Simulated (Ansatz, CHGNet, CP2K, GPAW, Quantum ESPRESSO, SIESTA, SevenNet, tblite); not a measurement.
# CP2K on glassy 76SiO2-24MgO (mol %) (94 atoms): settings against a plane-wave reference

Wanted: CP2K inputs and outputs for glassy 76SiO2-24MgO (mol %) (94 atoms), checked against a plane-wave reference.

Program: CP2K 2026.2. Level of theory: the method is named at each step. Values are calculated unless marked as measured.

### 1. The starting structure

The cell holds 94 atoms: 26 Si, 8 Mg and 60 O. Its edges and angles: a = 10.793 Å, b = 10.793 Å, c = 10.793 Å, α = 90.0°, β = 90.0°, γ = 90.0°. 94 atoms (26 Si, 8 Mg, 60 O) placed at random at 2.34 g/cm³, melted at 4000 K for 10 ps at fixed volume with the Morse and Coulomb pair potential with partial charges (Pedone, Malavasi, Menziani, Cormack and Segre, J. Phys. Chem. B 110, 11780 (2006)). Quenched from 4000 K to 300 K at 50 K/ps and fixed volume, held 10 ps at zero pressure. Then every atom was moved at random, 0.05 Å r.m.s. a Cartesian component.

The yardstick, on the same geometry:

| Property | Result |
| --- | --- |
| method | Kohn-Sham DFT, PBE, PAW, plane waves (Ansatz 0.2.0); cutoff 420 eV, Γ point, fermi-dirac smearing of 0.05 eV; PAW set soft_2 |
| r.m.s. force component | 2.761 eV/Å |
| longest force | 15.49 eV/Å |
| pressure | 5.547 GPa |
| gap (highest filled to lowest empty level) | 1.886 eV |
| SCF cycles | 9 |
| time | 11 s on 8 threads of Arm Neoverse V1, shared host |
| CPU time | 81 s |

### 2. PBE, DZVP-MOLOPT-SR, 1200/60 Ry, OT DIIS

Method: Kohn-Sham DFT, PBE, GTH-PBE pseudopotentials, Gaussian and plane waves, DZVP-MOLOPT-SR-GTH, orbital transformation.

Contents of input.inp:

```
&GLOBAL
  PROJECT cell
  RUN_TYPE ENERGY_FORCE
  PRINT_LEVEL LOW
&END GLOBAL
&FORCE_EVAL
  METHOD QS
  STRESS_TENSOR ANALYTICAL
  &DFT
    BASIS_SET_FILE_NAME BASIS_MOLOPT
    POTENTIAL_FILE_NAME GTH_POTENTIALS
    &MGRID
      CUTOFF 1200
      REL_CUTOFF 60
      NGRIDS 5
    &END MGRID
    &QS
      EPS_DEFAULT 1.0E-12
    &END QS
    &SCF
      SCF_GUESS ATOMIC
      EPS_SCF 1.0E-06
      MAX_SCF 30
      &OT
        MINIMIZER DIIS
        PRECONDITIONER FULL_ALL
        ENERGY_GAP 0.001
      &END OT
      &OUTER_SCF
        EPS_SCF 1.0E-06
        MAX_SCF 8
      &END OUTER_SCF
      &PRINT
        &RESTART OFF
        &END RESTART
      &END PRINT
    &END SCF
    &XC
      &XC_FUNCTIONAL PBE
      &END XC_FUNCTIONAL
    &END XC
    &PRINT
      &MULLIKEN ON
      &END MULLIKEN
      &HIRSHFELD ON
        SHAPE_FUNCTION DENSITY
      &END HIRSHFELD
      &MO_CUBES
        NHOMO 1
        NLUMO 4
        WRITE_CUBE F
      &END MO_CUBES
    &END PRINT
  &END DFT
  &SUBSYS
    &CELL
      A 10.79285 0.00000 0.00000
      B 0.00000 10.79285 0.00000
      C 0.00000 0.00000 10.79285
    &END CELL
    &TOPOLOGY
      COORD_FILE_NAME structure.xyz
      COORD_FILE_FORMAT XYZ
    &END TOPOLOGY
    &KIND Si
      BASIS_SET DZVP-MOLOPT-SR-GTH-q4
      POTENTIAL GTH-PBE-q4
    &END KIND
    &KIND Mg
      BASIS_SET DZVP-MOLOPT-SR-GTH-q10
      POTENTIAL GTH-PBE-q10
    &END KIND
    &KIND O
      BASIS_SET DZVP-MOLOPT-SR-GTH-q6
      POTENTIAL GTH-PBE-q6
    &END KIND
  &END SUBSYS
  &PRINT
    &FORCES ON
    &END FORCES
    &STRESS_TENSOR ON
    &END STRESS_TENSOR
  &END PRINT
&END FORCE_EVAL
```

Contents of structure.xyz:

```xyz
94

Si 4.18104 3.43277 8.21811
Si 2.12004 4.95327 9.93978
Si 1.86727 1.24398 8.39295
Si 1.22445 10.74720 3.00915
Si 0.41326 4.95554 7.09285
Si 9.47396 1.92739 9.01052
Si 7.88666 10.51990 8.37234
Si 8.59888 2.74160 2.44555
Si 0.74384 3.73497 1.78158
Si 7.43627 3.41270 5.06023
Si 7.14692 3.81937 8.19825
Si 3.30175 3.03765 3.36133
Si 7.43390 10.78368 3.27908
Si 5.83073 3.63071 1.36400
Si 1.73063 9.18256 7.17401
Si 3.15378 5.16524 5.68783
Si 0.09908 6.62314 3.10478
Si 2.47038 10.51990 0.30932
Si 6.49287 6.85961 8.66374
Si 9.21709 8.36457 9.61265
Si 5.74039 6.66566 0.88728
Si 8.33445 7.96296 1.59918
Si 10.14204 7.38879 6.12991
Si 1.52870 7.89292 9.74864
Si 7.64058 9.15061 5.56123
Si 5.17863 1.07000 4.62776
Mg 2.77916 7.88580 4.37510
Mg 9.61373 10.72777 1.08036
Mg 4.72284 9.05175 6.49352
Mg 5.78518 6.45445 5.02234
Mg 10.46799 2.06446 5.14733
Mg 5.36653 0.66106 10.30814
Mg 2.82568 7.56741 1.30960
Mg 4.50256 9.80142 2.39968
O 6.29730 8.63784 4.99504
O 5.85890 0.29367 3.48318
O 3.99854 10.50781 0.59145
O 2.21707 0.60354 9.83272
O 2.84402 8.73919 6.06170
O 3.76746 1.65735 4.07829
O 6.13671 2.44857 4.86337
O 5.61951 5.22266 1.00805
O 2.98789 2.31895 7.96750
O 0.41995 5.06401 2.65796
O 1.80143 8.97415 0.15132
O 8.51783 2.88083 4.02260
O 1.09429 4.79408 8.72203
O 9.34855 9.62075 8.74739
O 10.63862 7.72315 9.79332
O 10.19601 6.16822 7.10796
O 4.01634 4.37143 6.88033
O 2.05075 6.54565 10.44942
O 5.80709 2.84305 8.38227
O 10.67229 6.81698 4.61438
O 8.03668 10.34246 4.61524
O 4.52620 7.81759 1.64213
[... 34 atom lines left out ...]
O 1.57468 10.69312 7.42332
O 0.28752 1.89263 8.60946
O 1.63048 7.29553 2.75498
O 5.87811 7.47383 7.47934
```

On the command line:

```sh
> OMP_NUM_THREADS=1 mpirun -np 4 cp2k.psmp -i input.inp > output.txt
```

The log of the run:

```text
CP2K| version string:                                       CP2K version 2026.2
 CP2K| Input file name                                                 input.inp
 GLOBAL| Basis set file name                                        BASIS_MOLOPT
 GLOBAL| Potential file name                                      GTH_POTENTIALS
 GLOBAL| Run type                                                   ENERGY_FORCE
 GLOBAL| Total number of message passing processes                             4
 GLOBAL| Number of threads for this process                                    1
 TOTAL NUMBERS AND MAXIMUM NUMBERS
  Total number of            - Atomic kinds:                                   3
                             - Atoms:                                         94
                             - Shell sets:                                    94
                             - Shells:                                       470
                             - Primitive Cartesian functions:                460
                             - Cartesian basis functions:                   1276
                             - Spherical basis functions:                   1190
  Maximum angular momentum of- Orbital basis functions:                        2
                             - Local part of the GTH pseudopotential:          2
                             - Non-local part of the GTH pseudopotential:      2
 SCF PARAMETERS         Density guess:                                    ATOMIC
                        max_scf:                                              30
                        eps_scf:                                        1.00E-06
                        Outer loop SCF in use
                        eps_scf                                         1.00E-06
                        max_scf                                                8
 Extrapolation method: initial_guess
 Number of electrons:                                                        544
[... lines left out ...]
  Step     Update method      Time    Convergence         Total energy    Change
[... lines left out ...]
  Total energy:                                             -1574.492463
[... lines left out ...]
  Preconditioner : FULL_ALL            : diagonalization, state selective
  Precond_solver : DEFAULT
  stepsize       :    0.15000000                  energy_gap     :    0.00100000
  eps_taylor     :   0.10000E-15                  max_taylor     :             4
  ----------------------------------- OT ---------------------------------------
  Step     Update method      Time    Convergence         Total energy    Change
[...]
4 OT DIIS     0.15E+00    5.6     0.00000193     -1574.4931921812 -4.87E-06
     5 OT DIIS     0.15E+00    5.6     0.00000080     -1574.4931922224 -4.12E-08
  *** SCF run converged in     5 steps ***
  Electronic density on regular grids:       -544.0000000012       -0.0000000012
  Core density on regular grids:              543.9999999997       -0.0000000003
  Total charge density on r-space grids:       -0.0000000015
  Total charge density g-space grids:          -0.0000000015
  Overlap energy of the core charge distribution:               4.81077e-06
  Self energy of the core charge distribution:              -3929.053870
  Core Hamiltonian energy:                                   1131.321662
  Hartree energy:                                            1540.672375
  Exchange-correlation energy:                               -317.433364
  Total energy:                                             -1574.493192
  outer SCF iter =    2 RMS gradient =   0.80E-06 energy =      -1574.4931922224
  outer SCF loop converged in   2 iterations or   35 steps
 !-----------------------------------------------------------------------------!
                     Mulliken Population Analysis
 #  Atom  Element  Kind  Atomic population                           Net charge
       1     Si       1          3.086075                              0.913925
       2     Si       1          3.118590                              0.881410
       3     Si       1          3.124056                              0.875944
[...]
93     O        3          6.871562                             -0.871562
      94     O        3          6.626120                             -0.626120
 # Total charge                            544.000000                 -0.000000
 !-----------------------------------------------------------------------------!
 !-----------------------------------------------------------------------------!
                           Hirshfeld Charges
  #Atom  Element  Kind  Ref Charge     Population                    Net charge
      1       Si     1       4.000          3.412                         0.588
      2       Si     1       4.000          3.438                         0.562
      3       Si     1       4.000          3.414                         0.586
[...]
93       O      3       6.000          6.390                        -0.390
     94       O      3       6.000          6.379                        -0.379
  Total Charge                                                           -0.000
 !-----------------------------------------------------------------------------!
  Eigenvalues of the occupied subspace spin            1
      -2.68752653     -2.64815208     -2.64677659     -2.63794616
      -2.63142177     -2.62939646     -2.62593606     -2.62221878
      -1.46416549     -1.46372572     -1.46217590     -1.42626091
[...]
0.11448675      0.11662715      0.11876148      0.15186305
 Fermi Energy [eV] :    4.132404
  Using OT eigensolver for additional unoccupied orbitals spin            1
  Lowest Eigenvalues of the unoccupied subspace spin            1
 WARNING : did not converge in ot_eigensolver
 number of iterations          299  exceeded maximum
 current gradient / target gradient   9.698726E-005  /    1.000000E-005
       0.21272309      0.25093721      0.26256837      0.27154991
 HOMO - LUMO gap [eV] :    1.656086
 ENERGY| Total FORCE_EVAL ( QS ) energy [hartree]          -1574.493192
 FORCES| Atomic forces [hartree/bohr]
 FORCES|   Atom     x               y               z               |f|
 FORCES|      1 -1.49199673E-03  2.74690179E-02 -3.36764804E-02   4.34842308E-02
 FORCES|      2 -8.87429901E-02 -2.75911423E-02  5.20859196E-03   9.30791000E-02
 FORCES|      3 -8.25043486E-02  2.36360268E-03 -1.38883727E-03   8.25498820E-02
[...]
FORCES|     93 -2.23095578E-02 -1.81166365E-02  1.55486858E-02   3.26755339E-02
 FORCES|     94 -6.90479363E-02  4.77944260E-02 -9.50839736E-02   1.26857742E-01
 FORCES| Sum     1.46223460E-02  2.23641939E-02 -3.82416283E-02
 FORCES| Total atomic force                                       4.66518199E-02
 STRESS| Analytical stress tensor [bar]
 STRESS|                        x                   y                   z
 STRESS|      x        3.39201636081E+04   2.40419613987E+04   1.70362988967E+04
 STRESS|      y        2.40419613987E+04   6.29569238923E+04  -1.25418920859E+04
 STRESS|      z        1.70362988967E+04  -1.25418920859E+04   8.16732718240E+04
 STRESS| 1/3 Trace                                             5.95167864415E+04
```

Elapsed: 3.6 min, on 4 MPI ranks of Arm Neoverse V1, shared host; peak memory 5.9 GiB.

Banners and routine set-up lines are dropped from the logs; longer cuts are marked.

The solver for the empty levels stopped short of its threshold, so the gap is rough; its iterations count in the time.

Compared with the plane-wave run:

```yaml
r_m_s_force_component: 2.761 eV/Å
r_m_s_difference_of_force_components: 194.9 meV/Å
longest_difference_of_force_vectors: 1127 meV/Å
force_difference_over_r_m_s_force: 7.059 %
slope_of_forces_against_the_reference_s: 0.9975
correlation_of_force_components: 0.9975
spacing_of_highest_filled_and_lowest_empty_level: 1.656 eV
gap_difference: -0.2298 eV
pressure: 5.952 GPa
pressure_difference: 0.4045 GPa
```

Length of the force difference by element (eV/Å):

```
element  atoms  mean  most
     Mg      8  0.85   1.1
      O     60  0.17  0.51
     Si     26  0.26  0.48
```

A closer look about O86, picked at random: 10 atoms, nearest first, numbered in the order of the input, with positions taken from that point.

```
atom      x      y      z  distance (Å)  bonds  Hirshfeld charge (e)     Fx     Fy  Fz (eV/Å)
 O86   0.00   0.00   0.00          0.00      2                 -0.26  -4.35  -0.64      -3.09
Si12   1.27  -0.05   0.79          1.50      4                  0.52   5.95   0.65       3.40
 Si9  -1.29   0.65  -0.79          1.64      4                  0.56   1.82   2.43       2.48
 O73  -0.73   1.06  -2.18          2.53      2                 -0.27   1.66   0.82      -2.95
 O59   1.06   0.82   2.16          2.54      2                 -0.29  -1.04  -0.21      -1.63
 O44  -1.61   1.97   0.09          2.55      2                 -0.31  -0.59   0.73       0.63
 O40   1.74  -1.43   1.51          2.71      2                 -0.28  -0.50  -1.58      -0.64
 O71   2.70   0.38   0.05          2.73      2                 -0.30  -0.62   0.83      -0.50
 O90  -2.69  -0.04  -0.66          2.77      2                 -0.24  -3.84  -2.68       0.16
 O69  -0.35  -2.62  -1.06          2.85      2                 -0.28   0.09   0.86      -0.79
```

Forces lie 7.1 % from the reference's, at 11 times its CPU time (on 4 against 8 cores).

The difference per atom is largest on Mg (0.85 eV/Å on average, against 0.26 on Si). The forces add up to 2.4 eV/Å instead of zero, usually a sign of too coarse a grid.

### 3. GFN1-xTB, OT DIIS

Method: GFN1-xTB tight binding (the program's own implementation), orbital transformation.

Contents of input.inp:

```
&GLOBAL
  PROJECT cell
  RUN_TYPE ENERGY_FORCE
  PRINT_LEVEL LOW
&END GLOBAL
&FORCE_EVAL
  METHOD QS
  STRESS_TENSOR ANALYTICAL
  &DFT
    &QS
      METHOD XTB
      &XTB
        GFN_TYPE 1
        DO_EWALD T
        CHECK_ATOMIC_CHARGES F
      &END XTB
    &END QS
    &SCF
      SCF_GUESS ATOMIC
      EPS_SCF 1.0E-06
      MAX_SCF 30
      &OT
        MINIMIZER DIIS
        PRECONDITIONER FULL_SINGLE_INVERSE
      &END OT
      &OUTER_SCF
        EPS_SCF 1.0E-06
        MAX_SCF 8
      &END OUTER_SCF
      &PRINT
        &RESTART OFF
        &END RESTART
      &END PRINT
    &END SCF
    &PRINT
      &MULLIKEN ON
      &END MULLIKEN
      &MO_CUBES
        NHOMO 1
        NLUMO 4
        WRITE_CUBE F
      &END MO_CUBES
    &END PRINT
  &END DFT
  &SUBSYS
    &CELL
      A 10.79285 0.00000 0.00000
      B 0.00000 10.79285 0.00000
      C 0.00000 0.00000 10.79285
    &END CELL
    &TOPOLOGY
      COORD_FILE_NAME structure.xyz
      COORD_FILE_FORMAT XYZ
    &END TOPOLOGY
  &END SUBSYS
  &PRINT
    &FORCES ON
    &END FORCES
    &STRESS_TENSOR ON
    &END STRESS_TENSOR
  &END PRINT
&END FORCE_EVAL
```

structure.xyz is that of step 2.

On the command line:

```sh
> OMP_NUM_THREADS=1 cp2k.psmp -i input.inp > output.txt
```

The log of the run:

```text
CP2K| version string:                                       CP2K version 2026.2
 CP2K| Input file name                                                 input.inp
 GLOBAL| Basis set file name                                           BASIS_SET
 GLOBAL| Potential file name                                           POTENTIAL
 GLOBAL| Run type                                                   ENERGY_FORCE
 GLOBAL| Total number of message passing processes                             1
 GLOBAL| Number of threads for this process                                    1
                  #####   #####        #          ####### ######
                 #     # #     #      #              #    #     #
                 #     # #           #    ##   ##    #    #     #
[... lines left out ...]
 Number of electrons:                                                        480
[... lines left out ...]
  Step     Update method      Time    Convergence         Total energy    Change
[... lines left out ...]
  *** SCF run converged in    22 steps ***
[... lines left out ...]
  Total energy:                                              -345.282681
[... lines left out ...]
  outer SCF loop converged in   1 iterations or   22 steps
[... lines left out ...]
       2     Si         1                 3.055880                      0.944120
       3     Si         1                 3.062660                      0.937340
[...]
93     O          3                 6.725190                     -0.725190
      94     O          3                 6.626018                     -0.626018
 # Total charge                         480.000000                     -0.000000
  Eigenvalues of the occupied subspace spin            1
      -0.43764502     -0.42428632     -0.42315013     -0.42182021
      -0.41918903     -0.41705606     -0.41159997     -0.40985189
      -0.40931513     -0.40589501     -0.40390123     -0.40262511
[...]
-0.08522162     -0.08341972     -0.08285069     -0.08260602
      -0.08170354     -0.07448974     -0.06537623     -0.04751853
 Fermi Energy [eV] :   -1.293045
 ENERGY| Total FORCE_EVAL ( QS ) energy [hartree]           -345.282681
 FORCES| Atomic forces [hartree/bohr]
 FORCES|   Atom     x               y               z               |f|
 FORCES|      1  1.72243379E-02 -1.96991858E-03 -1.51110035E-02   2.29978438E-02
 FORCES|      2 -6.63509664E-02  2.02869133E-03  2.49117063E-02   7.09024643E-02
 FORCES|      3 -7.19323556E-02  1.02742331E-02 -1.90261013E-02   7.51120242E-02
[...]
FORCES|     93  8.01446735E-03 -4.70937104E-03 -2.09418984E-03   9.52866693E-03
 FORCES|     94 -7.78842928E-02  6.06357698E-02 -1.10920540E-01   1.48479042E-01
 FORCES| Sum     6.07847106E-15  5.10008702E-15 -6.77236045E-15
 FORCES| Total atomic force                                       1.04318533E-14
 STRESS| Analytical stress tensor [bar]
 STRESS|                        x                   y                   z
 STRESS|      x        1.52304605687E+03   2.28024563482E+04   1.94128361958E+04
 STRESS|      y        2.28024563482E+04   4.24931770040E+04  -1.36415780291E+04
 STRESS|      z        1.94128361958E+04  -1.36415780291E+04   3.96948977793E+04
 STRESS| 1/3 Trace                                             2.79037069467E+04
```

Elapsed: 6.7 s, on 1 thread; peak memory 0.43 GiB.

Against the reference:

* r.m.s. force component: 2.667 eV/Å
* r.m.s. difference of force components: 717.6 meV/Å
* longest difference of force vectors: 2903 meV/Å
* force difference over r.m.s. force: 25.99 %
* slope of forces against the reference's: 0.9325
* correlation of force components: 0.9656
* pressure: 2.79 GPa
* pressure difference: -2.757 GPa

Against the first run (7.1 %), the force difference from the reference is 26 %, at 0.0077 times the CPU time (on 1 against 4 cores) (22 SCF steps against 35); the model has changed, so this is no error of the program alone.

(Continued in part 2 of 2.)

[Long decimals in the printed logs are rounded to 6 places.]

[Also dropped from logs without a mark: lines with file paths, logging warnings of Python, QE's lines on negative density and diagonalisation, SIESTA's first energy breakdown, zero terms and Voronoi charges.]

[Logs are printed without paths, hosts, clocks, repeated set-up lines and the standing remarks that a program may print on its own settings, such as how far it seeks lower states.]

[Hosts, paths, dates, database ids (printed as entryN), source tags and the programs' standing remarks are cut or masked in the printed files.]

[Most failed runs of this program on this cell are left out, timed-out ones always.]
